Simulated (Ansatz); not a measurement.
# How BiAs (hypothetical, Fm-3m) expands on warming

Wanted: α(T), C_P(T) and B(T) of BiAs (hypothetical) in the quasi-harmonic approximation. The compound is hypothetical: it was made by swapping elements on a known structure type.

Method: DFT PBEsol, scalar-relativistic, plane waves, PAW, in Ansatz 0.2.0.

Report form: the programs' logs are mostly left out.

### Step 1. Starting point

Symmetry: Fm-3m, No. 225, cubic system. The conventional cell has a = 5.017 Å, b = 5.017 Å, c = 5.017 Å, α = 90.00°, β = 90.00°, γ = 90.00°. Nearest to Bi lie 6 As at 2.51 Å. Nearest to As lie 6 Bi at 2.51 Å. Farther neighbours are not listed.

### Step 2. A first coarse run

Before spending time, one coarse run tells the gap and the pressure of the starting cell.

The input, input.yaml:

```yaml
crystal:
  lattice:
    - [0.0, 2.50835, 2.50835]
    - [2.50835, 0.0, 2.50835]
    - [2.50835, 2.50835, 0.0]
  atoms:
    - { symbol: Bi, position: [0.5, 0.5, 0.5] }
    - { symbol: As, position: [0.0, 0.0, 0.0] }
kpoints:
  mp_grid: { grid: [6, 6, 6] }
hamiltonian:
  xc: pbesol
scf:
  occupations: { method: gaussian, width: 0.1 }
output:
  forces: true
  stress: true
  eigenvalues: true
```

Started as:

```bash
$ ansatz run input.yaml --threads 4 --pin off --max-ram 8192MiB --backend cpu --events-out ev --progress --plain --runs-dir out
```

Elapsed: 0.97 s, on 4 threads of Arm Neoverse V1, shared host; peak memory 0.29 GiB; 1.6 s of CPU time.

Numbers from this step:

| Item | Value |
| --- | --- |
| pressure | 110.4 GPa |
| volume per atom | 15.78 Å³ |
| gap on the k-mesh | 0 eV |

The start is under 110 GPa at this level and looks like a metal on this mesh.

### Step 3. A loose first relaxation

The start is far from rest, so a relaxation with loose thresholds first brings it near the minimum.

Edit input.yaml of step 2 so:

```diff
@@ -9,3 +9,3 @@
 kpoints:
-  mp_grid: { grid: [6, 6, 6] }
+  mp_grid: { grid: [8, 8, 8] }
 hamiltonian:
@@ -18 +18,6 @@
   eigenvalues: true
+relax:
+  adjacent_minimum: "off"
+  f_tol: 0.05
+  max_steps: 80
+  cell: { stress_tol: 0.5 }
```

Elapsed: 5.2 s, on 4 threads; peak memory 0.36 GiB; 17 s of CPU time.

Relaxation path:

| step | energy less that of the first step (eV) | largest force component (eV/Å) | pressure (GPa) | volume (Å³) |
| --- | --- | --- | --- | --- |
| 1 | 0.0000 | 0.0000 | 108.87 | 31.56 |
| 2 | -2.4337 | 0.0000 | 57.63 | 36.41 |
| 3 | -3.7827 | 0.0000 | 26.44 | 41.73 |
| 4 | -4.3521 | 0.0000 | 6.45 | 47.60 |
| 5 | -4.4004 | 0.0000 | -1.23 | 50.77 |
| 6 | -4.4027 | 0.0000 | -0.02 | 50.24 |
| 7* | -4.4963 | 0.0000 | 3.28 | 50.24 |
| 8 | -4.5153 | 0.0000 | 1.03 | 51.69 |
| 9 | -4.5174 | 0.0000 | 0.11 | 52.35 |
| 10* | -4.5178 | 0.0000 | 0.10 | 52.35 |

Relaxation steps marked * repeat the geometry before them on a plane-wave basis chosen anew for their cell, so energy and pressure can jump there.

The run keeps the 48 symmetry operations that it works with, so distortions that break them were not tested.

| cell as run | before | after | change |
| --- | --- | --- | --- |
| a (Å) | 3.547 | 4.199 | +18.4 % |
| b (Å) | 3.547 | 4.199 | +18.4 % |
| c (Å) | 3.547 | 4.199 | +18.4 % |
| volume (Å³/atom) | 15.78 | 26.18 | +65.9 % |

The relaxed structure:

```xyz
2
Lattice="0.0000 2.9692 2.9692 2.9692 0.0000 2.9692 2.9692 2.9692 0.0000" Properties=species:S:1:pos:R:3 pbc="T T T"
Bi    2.9692    2.9692    2.9692
As    0.0000    0.0000    0.0000
```

Numbers from this step:

* pressure: 0.1040 GPa
* volume per atom: 26.18 Å³

The relaxation ends with a pressure of 0.10 GPa.

### Step 4. Relaxation

Phonons are second derivatives about a minimum, so cell and atoms are relaxed first, inside the symmetry of the start.

The input, input.yaml:

```yaml
crystal:
  lattice:
    - [0.0, 2.9691730672, 2.9691730672]
    - [2.9691730672, 0.0, 2.9691730672]
    - [2.9691730672, 2.9691730672, 0.0]
  atoms:
    - { symbol: Bi, position: [0.5, 0.5, 0.5] }
    - { symbol: As, position: [0.0, 0.0, 0.0] }
kpoints:
  mp_grid: { grid: [12, 12, 12] }
hamiltonian:
  xc: pbesol
scf:
  occupations: { method: gaussian, width: 0.1 }
output:
  forces: true
  stress: true
  eigenvalues: true
  write_density: true
  write_potential: true
  elf: true
  volumetric_format: npy
relax:
  adjacent_minimum: "off"
  f_tol: 0.005
  max_steps: 80
  cell: { stress_tol: 0.05 }
```

Wall time 5.7 s (4 threads); peak memory 0.42 GiB; 19 s of CPU time.

Little changed from the start: no atom moved by 0.005 Å and no cell edge by 0.1 %.

This step gave:

```yaml
pressure: -5.86e-4 GPa
volume_per_atom: 26.23 Å³
gap_on_the_k_mesh: 0.08947 eV
```

Valence density in the ac plane of the cell as run, not the conventional one, at fractional y = 0.000, with atoms of As within 0.2 Å of it. It is the smooth field of the valence electrons, not physical close to the nuclei.

Ten steps, logarithmic in the rise over the least value, from '0' (0 e/Å³) to '9' (28 e/Å³), each cell a mean:
```
98521000000147
67531000000124
33321000000011
11111000000000
00100000000000
00000000000000
00000000000000
00000000000000
00000000000000
00000000001111
21000000001232
42100000011355
86210000001378
98420000001369
```
Columns run along a (4.2 Å), rows up along c (4.2 Å). Atoms in or near the plane, at fractional coordinates: As at (0.00, 0.00).

Electrostatic potential energy in the ac plane of the cell as run, not the conventional one, at fractional y = 0.000, with atoms of As within 0.2 Å of it. With pseudopotentials it is smooth inside the atoms' cores, unlike the true potential.

Ten even steps from '_' (-7 eV) to '@' (21 eV), each cell a mean:
```
@@@@--__++**########**::..**
++++..__==**########**++....
______..==**##########**++::
==--::==++**############****
**********##################
######**####################
############################
############################
####################********
****##############**++====++
::++**##########****==..____
....==**##########**::__..--
%%::..++**########**--__++@@
@@%%..::**########**==__++@@
```
Columns run along a (4.2 Å; values clipped at the 3rd and 97th percentile), rows up along c (4.2 Å). Atoms in or near the plane, at fractional coordinates: As at (0.00, 0.00).

ELF in the ac plane of the cell as run, not the conventional one, at fractional y = 0.000, with atoms of As within 0.2 Å of it. It is the smooth field of the valence electrons, not physical close to the nuclei.

Values, 14 rows by 14 columns, each cell a mean:
```
0.23 0.24 0.49 0.64 0.62 0.42 0.20 0.11 0.14 0.30 0.54 0.64 0.58 0.35
0.41 0.38 0.53 0.64 0.64 0.49 0.26 0.13 0.12 0.19 0.39 0.59 0.64 0.58
0.64 0.62 0.63 0.65 0.63 0.51 0.30 0.16 0.13 0.14 0.23 0.41 0.59 0.64
0.62 0.64 0.65 0.64 0.60 0.46 0.29 0.17 0.14 0.14 0.16 0.23 0.39 0.54
0.46 0.54 0.58 0.57 0.50 0.36 0.23 0.15 0.13 0.14 0.14 0.14 0.19 0.30
0.21 0.28 0.35 0.36 0.32 0.23 0.16 0.12 0.12 0.13 0.14 0.13 0.12 0.14
0.11 0.14 0.18 0.21 0.20 0.15 0.12 0.10 0.12 0.15 0.17 0.16 0.13 0.11
0.14 0.11 0.12 0.14 0.14 0.13 0.11 0.12 0.16 0.23 0.29 0.30 0.26 0.20
0.29 0.19 0.14 0.13 0.14 0.13 0.13 0.15 0.23 0.36 0.46 0.51 0.49 0.42
0.55 0.42 0.25 0.16 0.14 0.14 0.14 0.20 0.32 0.50 0.60 0.63 0.64 0.62
0.64 0.60 0.46 0.28 0.16 0.13 0.14 0.21 0.36 0.57 0.64 0.65 0.64 0.64
0.58 0.64 0.62 0.46 0.25 0.14 0.12 0.18 0.35 0.58 0.65 0.63 0.53 0.49
0.30 0.50 0.64 0.60 0.42 0.19 0.11 0.14 0.28 0.54 0.64 0.62 0.38 0.24
0.30 0.30 0.58 0.64 0.55 0.29 0.14 0.11 0.21 0.46 0.62 0.64 0.41 0.23
```
Columns run along a (4.2 Å), rows up along c (4.2 Å). Atoms in or near the plane, at fractional coordinates: As at (0.00, 0.00).

### Step 5. A second relaxation

The relaxation is run once more from where the first one ended, as the script does after a large change of volume or of the gap, with mesh and occupations reviewed.

input.yaml, the sections that differ from step 4:

```yaml
crystal:
  lattice:
    - [0.0, 2.9712171232, 2.9712171232]
    - [2.9712171232, 0.0, 2.9712171232]
    - [2.9712171232, 2.9712171232, 0.0]
  atoms:
    - { symbol: Bi, position: [0.5, 0.5, 0.5] }
    - { symbol: As, position: [0.0, 0.0, 0.0] }
kpoints:
  mp_grid: { grid: [10, 10, 10] }
scf:
  occupations: { method: gaussian, width: 0.01 }
output:
  forces: true
  stress: true
  eigenvalues: true
# hamiltonian, relax: as in step 4
```

It took 2.5 s on 4 threads; peak memory 0.39 GiB; 7.2 s of CPU time.

Little changed from the start: no atom moved by 0.005 Å and no cell edge by 0.1 %.

This step gave:

| Property | Result |
| --- | --- |
| pressure | -0.006039 GPa |
| gap on the k-mesh | 0.09526 eV |

### Step 6. Tight relaxation

The relaxation is repeated with tighter thresholds on force and stress, since phonons are sensitive to what is left; a change of mesh or smearing in the input moves the cell too.

input.yaml, the sections that differ from step 5:

```yaml
kpoints:
  mp_grid: { grid: [12, 12, 12] }
relax:
  adjacent_minimum: "off"
  f_tol: 0.001
  max_steps: 60
  cell: { stress_tol: 0.01 }
# crystal, hamiltonian, scf, output: as in step 5
```

Run time: 6 s. Hardware: 4 threads; peak memory 0.41 GiB; 20 s of CPU time.

Little changed from the start: no atom moved by 0.005 Å and no cell edge by 0.1 %.

This step gave:

| Item | Value |
| --- | --- |
| pressure | -2.17e-5 GPa |
| gap on the k-mesh | 0.08895 eV |

The residual pressure is -2.2e-5 GPa, small enough for phonons.

### Step 7. The quasi-harmonic study, q-mesh 2×2×2

The study relaxes the crystal at several strains, solves the phonons on some of them and minimises the free energy at each temperature (static energy, vibrations, the electrons in a metal, and PV under a set pressure); the q-mesh sets how far the force constants reach.

input.yaml, the sections that differ from step 6:

```yaml
crystal:
  lattice:
    - [0.0, 2.9713758404, 2.9713758404]
    - [2.9713758404, 0.0, 2.9713758404]
    - [2.9713758404, 2.9713758404, 0.0]
  atoms:
    - { symbol: Bi, position: [0.5, 0.5, 0.5] }
    - { symbol: As, position: [0.0, 0.0, 0.0] }
output:
  eigenvalues: true
phonons:
  method: dfpt
  qmesh: [2, 2, 2]
  temperatures: { t_max: 800.0, t_step: 50 }
  thermal_expansion: {}
# kpoints, hamiltonian, scf: as in step 6
# relax: removed
```

Run time: 2.4 min. Hardware: 4 threads; peak memory 1.7 GiB.

The run ended with an error.

The program's message: “vibrations stand at or below zero in cell 4 (0.375 modes a cell, the lowest at -128.5 cm⁻¹): the crystal is at no minimum there, or its k-points are too few: type the crystal that it becomes, another …”

### Step 8. Phonons on strained cells, q-mesh 4×4×4

Thermal expansion follows from how the free energy of the vibrations (and of the electrons in a metal) changes with strain, so the program makes strained cells, their phonons and a fit in one run.

Edit input.yaml of step 7 so:

```diff
@@ -18,3 +18,3 @@
   method: dfpt
-  qmesh: [2, 2, 2]
+  qmesh: [4, 4, 4]
   temperatures: { t_max: 800.0, t_step: 50 }
```

The job ended after 14 min (4 threads; peak memory 4.9 GiB).

The run ended with an error.

The program's message: “vibrations stand at or below zero in cell 4 (0.047 modes a cell, the lowest at -128.5 cm⁻¹): the crystal is at no minimum there, or its k-points are too few: type the crystal that it becomes, another …”

### Step 9. Phonons of the refused cell

The study refused this cell, so its phonons are run alone to see which modes are imaginary.

input.yaml, the sections that differ from step 8:

```yaml
phonons:
  method: dfpt
  qmesh: [4, 4, 4]
  temperatures: { t_max: 1000, t_step: 50 }
  qpath:
    path:
      - [[0.0, 0.0, 0.0], [0.5, 0.0, 0.5], [0.625, 0.25, 0.625]]
      - [[0.375, 0.375, 0.75], [0.0, 0.0, 0.0], [0.5, 0.5, 0.5], [0.5, 0.25, 0.75], [0.5, 0.0, 0.5]]
    npoints: 10
# crystal, kpoints, hamiltonian, scf, output: as in step 8
```

Run time: 7.4 min. Hardware: 4 threads; peak memory 4.2 GiB.

This step gave:

```
Γ frequencies                : -128.4, -128.4, -128.4, 0, 0, 0 cm⁻¹ (negative: imaginary)
lowest frequency on the path : -128.4 cm⁻¹
point group                  : m-3m
highest frequency            : 171.7 cm⁻¹
```

No LO-TO term. Phonon branches along the path, in cm⁻¹:

| point | branch 1 | branch 2 | branch 3 | branch 4 | branch 5 | branch 6 |
| --- | --- | --- | --- | --- | --- | --- |
| Γ | -128 | -128 | -128 | 0 | 0 | 0 |
| halfway | 18 | 18 | 72 | 72 | 84 | 143 |
| X | 22 | 22 | 41 | 97 | 97 | 100 |
| halfway | 33 | 43 | 44 | 100 | 106 | 116 |
| U | 45 | 46 | 64 | 91 | 120 | 142 |
| jump to K | 45 | 46 | 64 | 91 | 120 | 142 |
| halfway | 36 | 63 | 85 | 87 | 143 | 158 |
| Γ | -128 | -128 | -128 | 0 | 0 | 0 |
| halfway | 50 | 50 | 73 | 130 | 130 | 153 |
| L | 76 | 76 | 110 | 144 | 144 | 159 |
| halfway | 53 | 62 | 90 | 119 | 120 | 147 |
| W | 41 | 41 | 81 | 98 | 98 | 143 |
| halfway | 40 | 44 | 52 | 101 | 103 | 129 |
| X | 22 | 22 | 41 | 97 | 97 | 100 |

Tetrahedra on 20 20 20, mean over bins of 5 cm⁻¹. Phonon density of states against wavenumber; read off at these points:

wavenumber (cm⁻¹), phonon density of states (1/cm⁻¹/cell) and a bar:
```
     -128     0.0000 
     -118     0.0003 
     -112     0.0003 
     -102     0.0005 
      -98     0.0005 
      -88     0.0005 
      -78     0.0006 
      -72     0.0006 
      -62     0.0006 
      -52     0.0006 
      -48     0.0006 
      -38     0.0006 
      -32     0.0006 
      -22     0.0007 
      -12     0.0008 
       -8     0.0009 
        2     0.0011 
       12     0.0018 #
       18     0.0027 #
       28     0.0109 ####
       32     0.0202 #######
       42     0.0840 ##############################
       52     0.0508 ##################
       58     0.0440 ################
       68     0.0457 ################
       78     0.0401 ##############
       82     0.0497 ##################
       92     0.0503 ##################
       98     0.0516 ##################
      108     0.0352 #############
      118     0.0316 ###########
      122     0.0336 ############
      132     0.0383 ##############
      142     0.0588 #####################
      148     0.0551 ####################
      158     0.0201 #######
      162     0.0100 ####
      172     0.0003
```

No LO-TO term. Modes at Γ, with each element's share of the kinetic energy (negative means imaginary):

| mode | frequency (cm⁻¹) | symmetry | Bi % | As % |
| --- | --- | --- | --- | --- |
| 1 | -128.4 | T1u | 26 | 74 |
| 2 | -128.4 | T1u | 26 | 74 |
| 3 | -128.4 | T1u | 26 | 74 |
| 4 | 0.0 | T1u | 74 | 26 |
| 5 | 0.0 | T1u | 74 | 26 |
| 6 | 0.0 | T1u | 74 | 26 |

Displacements in mode 3 (-128.4 cm⁻¹), the largest set to 1:
```
Bi1  0.00 -0.36  0.26
As2  0.00  1.00 -0.71
```

The modes has structure finer than the step of the table below, so its rows give means over 10 cm⁻¹, whole bins alone (the curve runs from -138 to 187 cm⁻¹). Peaks (cm⁻¹: height): As 100.9: 0.0357, 143.8: 0.0554; Bi 43.6: 0.0809.

Phonopy on the run's constants, 17x17x17 mesh, Gaussian sigma 2.3 cm⁻¹. Table of modes by wavenumber; means over each step; values in 1/cm⁻¹/cell:

| wavenumber (cm⁻¹) | As | Bi |
| --- | --- | --- |
| -130 | 4.1e-5 | 1.6e-5 |
| -120 | 1.9e-4 | 7.6e-5 |
| -110 | 3.4e-4 | 1.4e-4 |
| -100 | 2.3e-4 | 1.1e-4 |
| -90 | 4.1e-4 | 2.2e-4 |
| -80 | 5.8e-4 | 3.1e-4 |
| -70 | 3.1e-4 | 2.2e-4 |
| -60 | 9.9e-5 | 1.2e-4 |
| -50 | 5.7e-4 | 6.3e-4 |
| -40 | 1.2e-4 | 1.7e-4 |
| -30 | 1.7e-4 | 9.6e-4 |
| -20 | 4.3e-5 | 6.9e-4 |
| -10 | 3.2e-5 | 7.0e-4 |
| 0 | 1.4e-5 | 4.4e-5 |
| 10 | 7.8e-5 | 7.7e-4 |
| 20 | 4.3e-4 | 0.00474 |
| 30 | 0.00151 | 0.0149 |
| 40 | 0.00450 | 0.0541 |
| 50 | 0.00568 | 0.0580 |
| 60 | 0.00547 | 0.0383 |
| 70 | 0.00970 | 0.0365 |
| 80 | 0.0198 | 0.0262 |
| 90 | 0.0246 | 0.0262 |
| 100 | 0.0321 | 0.0158 |
| 110 | 0.0269 | 0.00588 |
| 120 | 0.0281 | 0.00422 |
| 130 | 0.0344 | 0.00359 |
| 140 | 0.0464 | 0.00284 |
| 150 | 0.0403 | 0.00210 |
| 160 | 0.0141 | 0.00105 |
| 170 | 0.00287 | 4.1e-4 |
| 180 | 2.2e-5 | 5.0e-6 |

The lowest solved frequency is -128 cm⁻¹, so the cell is unstable here and gives no valid free energy.

### Step 10. Outcome

| Quantity | Value |
| --- | --- |
| lowest frequency at the solved wavevectors | -128 cm⁻¹ |

In words: With imaginary harmonic modes at the relaxed cell the quasi-harmonic free energy is undefined, so no expansion is obtained for this phase at this level. The softest solved mode is 128i cm⁻¹ at q = (0, 0, 0), and 1 of 8 solved wavevectors carry a mode beyond 8i cm⁻¹. The PAW files were made for PBE and are used here under another functional, for which the program regenerates the frozen cores.

[Logs are printed without paths, hosts, clocks, repeated set-up lines and the standing remarks that a program may print on its own settings, such as how far it seeks lower states.]

[Hosts, paths, dates, database ids (printed as entryN), source tags and the programs' standing remarks are cut or masked in the printed files.]

[A step with changed settings may run another functional than the one named; its input shows which.]

[Pressures of single members of a volume series are the stress at the run's cutoff; with an incomplete basis they can lie off −dE/dV of the same runs, and they are not shown converged.]
